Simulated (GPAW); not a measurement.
# Geometry or basis: what sets the conductance of a Cu chain with CO on top of one atom

How well does a Cu chain with CO on top of one atom conduct once its atoms have relaxed, and how much do cheaper levels lose?

Calculated with GPAW 26.7.0; GPAW LCAO, PAW setups; relaxation of the junction within the symmetry of its start, lead ends held, in the first sound run; inputs show where later runs differ.

This is a report of a sequence of runs, with most program output left out.

## (1) Starting point

The cell holds 15 atoms: 13 Cu, 1 C and 1 O. Its edges and angles: a = 9.000 Å, b = 9.000 Å, c = 29.900 Å, α = 90.0°, β = 90.0°, γ = 90.0°. Regions: left lead, 6 atoms (6 Cu); channel, 3 atoms (1 Cu, 1 C and 1 O); right lead, 6 atoms (6 Cu). Vacuum lies along a and b. The structure is stacked along c, and the current runs across the ab planes.

## (2) Relaxing the atoms

Transmission follows bond lengths closely, so the atoms between the held lead ends are relaxed first, within whatever symmetry the start has.

run.py reads:

```python
import json
from ase import Atoms
from ase.constraints import FixAtoms
from ase.optimize import BFGS
from gpaw import GPAW, FermiDirac

device = Atoms(
    ['Cu', 'Cu', 'Cu', 'Cu', 'Cu', 'Cu', 'Cu', 'C', 'O', 'Cu', 'Cu', 'Cu', 'Cu', 'Cu', 'Cu'],
    positions=[
        [4.50000, 4.50000, 1.15000],
        [4.50000, 4.50000, 3.45000],
        [4.50000, 4.50000, 5.75000],
        [4.50000, 4.50000, 8.05000],
        [4.50000, 4.50000, 10.35000],
        [4.50000, 4.50000, 12.65000],
        [4.50000, 4.50000, 14.95000],
        [6.13150, 4.50000, 14.95000],
        [7.29150, 4.50000, 14.95000],
        [4.50000, 4.50000, 17.25000],
        [4.50000, 4.50000, 19.55000],
        [4.50000, 4.50000, 21.85000],
        [4.50000, 4.50000, 24.15000],
        [4.50000, 4.50000, 26.45000],
        [4.50000, 4.50000, 28.75000]],
    cell=[[9.0, 0.0, 0.0], [0.0, 9.0, 0.0], [0.0, 0.0, 29.9]],
    pbc=True)

device.set_constraint(FixAtoms([0, 1, 2, 3, 4, 10, 11, 12, 13, 14]))
device.calc = GPAW(mode='lcao', basis='dzp', xc='PBE', h=0.18,
                   kpts={'size': (1, 1, 3), 'gamma': True},
                   symmetry={'tolerance': 1e-3, 'extra_ids': [1, 1, 1, 1, 1, 0, 0, 0, 0, 0, 1, 1, 1, 1, 1]},
                   occupations=FermiDirac(0.1), maxiter=250,
                   mixer=dict(beta=0.1, nmaxold=8, weight=100.0),
                   convergence=dict(density=0.0001), txt='relax.txt')
path = []
opt = BFGS(device, maxstep=0.15)
opt.attach(lambda: path.append((device.get_potential_energy(), device.positions.tolist(), device.get_forces().tolist())))
relaxed = bool(opt.run(fmax=0.05, steps=50))
json.dump(dict(relaxed=relaxed, path=path, positions=device.positions.tolist(), moments=device.get_magnetic_moments().tolist(),
               forces=device.get_forces(apply_constraint=False).tolist()), open('result.json', 'w'))
```

Started as:

```console
> OMP_NUM_THREADS=1 OPENBLAS_NUM_THREADS=1 python run.py
```

The job ended after 10 min (1 thread of Arm Neoverse V1, shared host; peak memory 1.3 GiB).

This run has no spin polarisation, although Cu can carry a moment.

The steps of the relaxation (22 of 26):

```
step  energy less that of the first step (eV)  largest force (eV/Å)
   1                                   0.0000                4.8277
   2                                  -0.2915                3.5108
   3                                  -0.2903                4.4380
   5                                  -0.4232                0.2075
   6                                  -0.4260                0.2266
   7                                  -0.4330                0.4503
   8                                  -0.4384                0.4402
   9                                  -0.3069                2.8957
  11                                  -0.5460                0.3050
  12                                  -0.5949                0.9577
  13                                  -0.6236                0.7860
  14                                  -0.6759                0.3571
  15                                  -0.6784                0.1181
  16                                  -0.6791                0.1177
  18                                  -0.6809                0.1065
  19                                  -0.6811                0.0535
  20                                  -0.6808                0.2060
  21                                  -0.6813                0.1135
  22                                  -0.6816                0.0995
  24                                  -0.6458                0.9164
  25                                  -0.6843                0.1446
  26                                  -0.6852                0.0484
```

The atoms that moved most (Å):

```
atom      dx     dy      dz  length
Cu10   0.522  0.000  -0.082   0.528
 Cu6   0.522  0.000   0.082   0.528
 Cu7  -0.294  0.000   0.000   0.294
  C8  -0.063  0.000   0.000   0.063
  O9  -0.035  0.000   0.000   0.035
```

The relaxation lowered the energy of the cell by 0.685 eV (energies extrapolated to zero smearing; the optimiser's log prints free energies). The largest force left on a free atom is 0.048 eV/Å.

## (3) GPAW, dzp

The script solves lead and junction separately, takes H and S in the orbital basis, and joins semi-infinite leads through their self-energies; the dzp basis is the working standard.

This step: GPAW LCAO, PAW setups; Landauer transmission from Green's functions with principal layers (ASE), zero bias (GPAW 26.7.0).

run.py reads:

```python
import json
import numpy as np
from ase import Atoms
from ase.transport.calculators import TransportCalculator
from gpaw import GPAW, FermiDirac
from gpaw.lcao.tools import get_lcao_hamiltonian
from scipy.linalg import eigh

# The junction with lead layers at both ends, along the third cell vector
device = Atoms(
    ['Cu', 'Cu', 'Cu', 'Cu', 'Cu', 'Cu', 'Cu', 'C', 'O', 'Cu', 'Cu', 'Cu', 'Cu', 'Cu', 'Cu'],
    positions=[
        [4.50000, 4.50000, 1.15000],
        [4.50000, 4.50000, 3.45000],
        [4.50000, 4.50000, 5.75000],
        [4.50000, 4.50000, 8.05000],
        [4.50000, 4.50000, 10.35000],
        [5.02182, 4.50000, 12.73223],
        [4.20638, 4.50000, 14.95000],
        [6.06828, 4.50000, 14.95000],
        [7.25603, 4.50000, 14.95000],
        [5.02182, 4.50000, 17.16777],
        [4.50000, 4.50000, 19.55000],
        [4.50000, 4.50000, 21.85000],
        [4.50000, 4.50000, 24.15000],
        [4.50000, 4.50000, 26.45000],
        [4.50000, 4.50000, 28.75000]],
    cell=[[9.0, 0.0, 0.0], [0.0, 9.0, 0.0], [0.0, 0.0, 29.9]],
    pbc=True)

# One principal layer of the lead: the first 3 atoms of the device
lead = Atoms(
    ['Cu', 'Cu', 'Cu'],
    positions=[
        [4.50000, 4.50000, 1.15000],
        [4.50000, 4.50000, 3.45000],
        [4.50000, 4.50000, 5.75000]],
    cell=[[9.0, 0.0, 0.0], [0.0, 9.0, 0.0], [0.0, 0.0, 6.9]],
    pbc=True)

settings = dict(mode='lcao', basis='dzp', xc='PBE', h=0.18,
                occupations=FermiDirac(0.1), maxiter=250,
                mixer=dict(beta=0.1, nmaxold=8, weight=100.0),
                convergence=dict(density=0.0001))
energies = np.arange(-2, 2 + 1e-9, 0.025)
eta = 0.0001
n1, n2 = 1, 1
# k and -k transmit alike, so half of the mesh across the current serves
mesh = [(i, j) for i in range(n1) for j in range(n2) if (i, j) <= (-i % n1, -j % n2)]
weights = np.array([1 if (i, j) == (-i % n1, -j % n2) else 2 for i, j in mesh]) / (n1 * n2)

# [... helper functions left out ...]
fermi_lead = ground_state(lead, (1, 1, 16), 'lead.txt')
fermi_device = ground_state(device, (1, 1, 3), 'device.txt')
# [... loop over the mesh left out, but for ...]
        # Shift the lead onto the potential of the device's first layer
        shift = ((H[:, 0, 0] - H0[:, 0, 0]) / S0[0, 0]).real.mean()
# [...]
kT = 8.617333e-5 * 300
bias = [0.1, 0.2, 0.5, 1.0, 1.5, 2.0]
# [... integrals and printing left out ...]
```

It took 75 s on 1 thread; peak memory 1.4 GiB.

This step gave:

| Property | Result |
| --- | --- |
| conductance | 0.7566 G₀ |
| largest coupling past the next principal layer | 4.59e-5 eV |
| largest misfit of the first principal layer | 0.01306 eV |
| shift that aligns the lead | -0.007971 eV |
| basis functions of the junction | 221 |
| basis functions of a principal layer | 45 |
| transmission at the Fermi level (one spin) | 0.7579 |

One spin. Transmission, zone mean against energy, zero at the Fermi level:

```
energy (eV)  transmission, zone mean
     -2.000                    0.206
     -1.900                    0.195
     -1.800                    0.225
     -1.775                    0.626
     -1.700                    0.179
     -1.600                     1.94
     -1.575                     2.04
     -1.500                     1.46
     -1.400                    0.922
     -1.300                     1.22
     -1.250                     1.50
     -1.200                     1.03
     -1.100                    0.791
     -1.000                    0.840
     -0.900                    0.827
     -0.800                    0.797
     -0.700                    0.778
     -0.600                    0.782
     -0.500                    0.820
     -0.400                    0.844
     -0.300                    0.877
     -0.250                    0.889
     -0.200                    0.861
     -0.100                    0.812
      0.000                    0.758
      0.100                    0.693
      0.200                    0.602
      0.300                    0.474
      0.400                    0.306
      0.500                    0.129
      0.600                   0.0139
      0.700                   0.0153
      0.800                    0.103
      0.900                    0.212
      1.000                    0.304
      1.100                    0.369
      1.200                    0.411
      1.300                    0.434
      1.400                    0.442
      1.500                    0.440
      1.600                    0.429
      1.700                    0.414
      1.800                    0.393
      1.900                    0.371
      2.000                    0.346
```

Not self-consistent under bias; the bias window is split evenly. Table of current through one cell, from the zero-bias transmission by bias:

```
bias (V)  current through one cell, from the zero-bias transmission (μA)
   0.100                                                            5.86
   0.200                                                            11.7
   0.500                                                            28.8
   1.000                                                            51.9
   1.500                                                            68.0
   2.000                                                            87.3
```

Table of transmission of the three most open eigenchannels by energy, zero at the Fermi level:

```
energy (eV)  channel 1  channel 2  channel 3
     -2.000      0.206          0          0
     -1.900      0.195          0          0
     -1.800      0.225    3.8e-12          0
     -1.700      0.158     0.0208     3.2e-5
     -1.600      0.966      0.902     0.0761
     -1.500      0.786      0.371      0.301
     -1.400      0.551      0.205      0.166
     -1.300      0.956      0.199     0.0649
     -1.200      0.701      0.322    0.00363
     -1.100      0.765     0.0164    0.00883
     -1.000      0.822     0.0112    0.00620
     -0.900      0.814    0.00789    0.00478
     -0.800      0.786    0.00607    0.00429
     -0.700      0.767    0.00585    0.00446
     -0.600      0.770    0.00591    0.00529
     -0.500      0.813    0.00343    0.00311
     -0.400      0.832    0.00820    0.00348
     -0.300      0.865    0.00875    0.00315
     -0.200      0.853    0.00554    0.00231
     -0.100      0.812    1.2e-11    2.5e-12
      0.000      0.758          0          0
      0.100      0.693          0          0
      0.200      0.602          0          0
      0.300      0.474          0          0
      0.400      0.306          0          0
      0.500      0.129          0          0
      0.600     0.0139          0          0
      0.700     0.0153          0          0
      0.800      0.103          0          0
      0.900      0.212          0          0
      1.000      0.304          0          0
      1.100      0.369          0          0
      1.200      0.411          0          0
      1.300      0.434          0          0
      1.400      0.442          0          0
      1.500      0.440          0          0
      1.600      0.429          0          0
      1.700      0.414          0          0
      1.800      0.393          0          0
      1.900      0.371          0          0
      2.000      0.346          0          0
```

Couplings past the next layer reach 4.6e-5 eV, small enough to drop; the matrix elements of the cell's first layer differ from the bulk lead's by up to 0.013 eV. That layer keeps its own values in the calculation, and only beyond it is the lead taken as perfect. The Fermi levels of lead and junction count from different zeros of potential, one for each periodic cell; with both set to zero, the small remaining shift is what aligns them. By hand: G = 0.7566 × 77.48 μS = 58.6 μS, a resistance of 17.1 kΩ; at 0.1 V a linear junction would pass 5.86 μA, and the integral over the bias window gives 5.86 μA.

## (4) Single-zeta polarised basis

The second zeta is dropped, the polarisation orbitals stay.

run.py, as its differences from that of step 3:

```diff
@@ -40,3 +40,3 @@
 
-settings = dict(mode='lcao', basis='dzp', xc='PBE', h=0.18,
+settings = dict(mode='lcao', basis='szp(dzp)', xc='PBE', h=0.18,
                 occupations=FermiDirac(0.1), maxiter=250,
```

Run time: 67 s. Hardware: 1 thread; peak memory 1.4 GiB.

Numbers from this step:

* conductance: 0.8627 G₀
* largest coupling past the next principal layer: 4.61e-5 eV
* largest misfit of the first principal layer: 0.01371 eV
* shift that aligns the lead: -0.01082 eV
* basis functions of the junction: 135
* basis functions of a principal layer: 27
* transmission at the Fermi level (one spin): 0.8628

One spin. The transmission, zone mean by energy, zero at the Fermi level:

energy (eV), transmission, zone mean and a bar:
```
   -2.000       0.32 #####
   -1.900       0.33 ######
   -1.800       0.34 ######
   -1.725       1.00 #################
   -1.700       0.59 ##########
   -1.600       0.74 ############
   -1.525       1.80 ##############################
   -1.500       1.78 ##############################
   -1.400       1.12 ###################
   -1.300       1.13 ###################
   -1.200       1.11 ##################
   -1.175       1.25 #####################
   -1.100       0.58 ##########
   -1.000       0.80 #############
   -0.900       0.82 ##############
   -0.800       0.83 ##############
   -0.700       0.83 ##############
   -0.600       0.85 ##############
   -0.500       0.87 ###############
   -0.400       0.90 ###############
   -0.300       0.94 ################
   -0.225       0.95 ################
   -0.200       0.93 ###############
   -0.100       0.90 ###############
    0.000       0.86 ##############
    0.100       0.83 ##############
    0.200       0.78 #############
    0.300       0.70 ############
    0.400       0.57 ##########
    0.500       0.40 #######
    0.600       0.20 ###
    0.700       0.05 #
    0.800       0.00 
    0.900       0.04 #
    1.000       0.11 ##
    1.100       0.17 ###
    1.200       0.22 ####
    1.300       0.25 ####
    1.400       0.27 #####
    1.500       0.28 #####
    1.600       0.27 #####
    1.700       0.27 ####
    1.800       0.25 ####
    1.900       0.23 ####
    2.000       0.21 ####
```

Not self-consistent under bias; the bias window is split evenly. Table of current through one cell, from the zero-bias transmission by bias:

```
bias (V)  current through one cell, from the zero-bias transmission (μA)
   0.100                                                            6.68
   0.200                                                            13.4
   0.500                                                            33.2
   1.000                                                            62.3
   1.500                                                            82.1
   2.000                                                            98.8
```

Table of transmission of the three most open eigenchannels by energy, zero at the Fermi level:

```
energy (eV)  channel 1  channel 2  channel 3
     -2.000      0.319          0          0
     -1.800      0.345    1.0e-12          0
     -1.600      0.618      0.119    0.00266
     -1.400      0.465      0.376      0.281
     -1.200      0.976     0.0744     0.0568
     -1.000      0.780     0.0109    0.00643
     -0.800      0.816    0.00616    0.00414
     -0.600      0.835    0.00682    0.00428
     -0.400      0.893    0.00648    0.00468
     -0.200      0.918    0.00391    0.00371
      0.000      0.863          0          0
      0.200      0.775          0          0
      0.400      0.574          0          0
      0.600      0.203          0          0
      0.800     9.8e-5          0          0
      1.000      0.109          0          0
      1.200      0.223          0          0
      1.400      0.272          0          0
      1.600      0.275          0          0
      1.800      0.252          0          0
      2.000      0.214          0          0
```

The conductance, 0.863 G₀, lies 14 % above that of the dzp run.

## (5) GPAW, sz: basis = "sz(dzp)"

The minimal basis is the cheapest rung: no second zeta and no polarisation.

run.py, as its differences from that of step 4:

```diff
@@ -40,3 +40,3 @@
 
-settings = dict(mode='lcao', basis='szp(dzp)', xc='PBE', h=0.18,
+settings = dict(mode='lcao', basis='sz(dzp)', xc='PBE', h=0.18,
                 occupations=FermiDirac(0.1), maxiter=250,
```

The job ended after 55 s (1 thread; peak memory 1.3 GiB).

This step gave:

```
conductance                                    : 0.8131 G₀
largest coupling past the next principal layer : 4.64e-5 eV
largest misfit of the first principal layer    : 0.01643 eV
shift that aligns the lead                     : -0.01688 eV
basis functions of the junction                : 86
basis functions of a principal layer           : 18
transmission at the Fermi level (one spin)     : 0.8168
```

One spin. Transmission, zone mean against energy, zero at the Fermi level:

```
energy (eV)  transmission, zone mean
     -2.000                    0.298
     -1.900                    0.224
     -1.825                    0.931
     -1.800                   0.0212
     -1.700                    0.934
     -1.600                     1.72
     -1.500                     1.28
     -1.400                     1.05
     -1.300                    0.991
     -1.200                     1.09
     -1.100                    0.853
     -1.000                    0.849
     -0.900                    0.858
     -0.800                    0.865
     -0.700                    0.864
     -0.600                    0.859
     -0.500                    0.859
     -0.400                    0.864
     -0.300                    0.866
     -0.200                    0.861
     -0.100                    0.859
      0.000                    0.817
      0.100                    0.744
      0.200                    0.619
      0.300                    0.417
      0.400                    0.165
      0.500                  0.00822
      0.600                   0.0404
      0.700                    0.163
      0.800                    0.279
      0.900                    0.361
      1.000                    0.412
      1.100                    0.441
      1.200                    0.452
      1.250                    0.453
      1.300                    0.451
      1.400                    0.440
      1.500                    0.422
      1.600                    0.397
      1.700                    0.368
      1.800                    0.335
      1.900                    0.300
      2.000                    0.264
```

The conductance, 0.813 G₀, lies 7.5 % above that of the dzp run.

[end of part 1 of 2]

[Logs are printed without paths, hosts, clocks, repeated set-up lines and the standing remarks that a program may print on its own settings, such as how far it seeks lower states.]

[Hosts, paths, dates, database ids (printed as entryN), source tags and the programs' standing remarks are cut or masked in the printed files.]
